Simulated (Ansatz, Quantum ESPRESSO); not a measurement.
# arsenene, 1 layer: the gap on the mesh at a withheld member of a series

Method. Quantum ESPRESSO 7.5, PBE, SG15 norm-conserving. Cell and atoms are relaxed under PBE (GBRV files) and held. Screened hybrids with norm-conserving files, screening 0.106 per bohr, fixed occupations, a 9×9×1 mesh with exchange on 3×3×1 q points. Levels count from the potential in the middle of the vacuum. The series steps the share of short-range exact exchange (0.25 is HSE06, 0 is PBE).

| share of short-range exact exchange | gap on the mesh (eV) |
| --- | --- |
| 0 | 1.603 |
| 0.1 | 1.875 |
| 0.15 | 2.013 |
| 0.2 | 2.153 |
| 0.3 | 2.440 |
| 0.4 | 2.733 |

One more run was made and is withheld. What is the gap on the mesh at 0.25?

By hand: The rows at 0.2 and 0.3 give a slope of (2.440 − (2.153))/(0.3 − (0.2)) = 2.87, so a straight line gives 2.296 eV. A parabola through these and the row at 0.15 gives 2.295 eV.

What the calculation gave: 2.296 eV. The line misses by +0.001 and the parabola by −0.001 eV. Both misses are under 5 % of the step from the nearer row.

Caveats: Gaps are those of the mesh; no spin-orbit coupling; the q mesh was not tested; the geometry stays that of PBE.
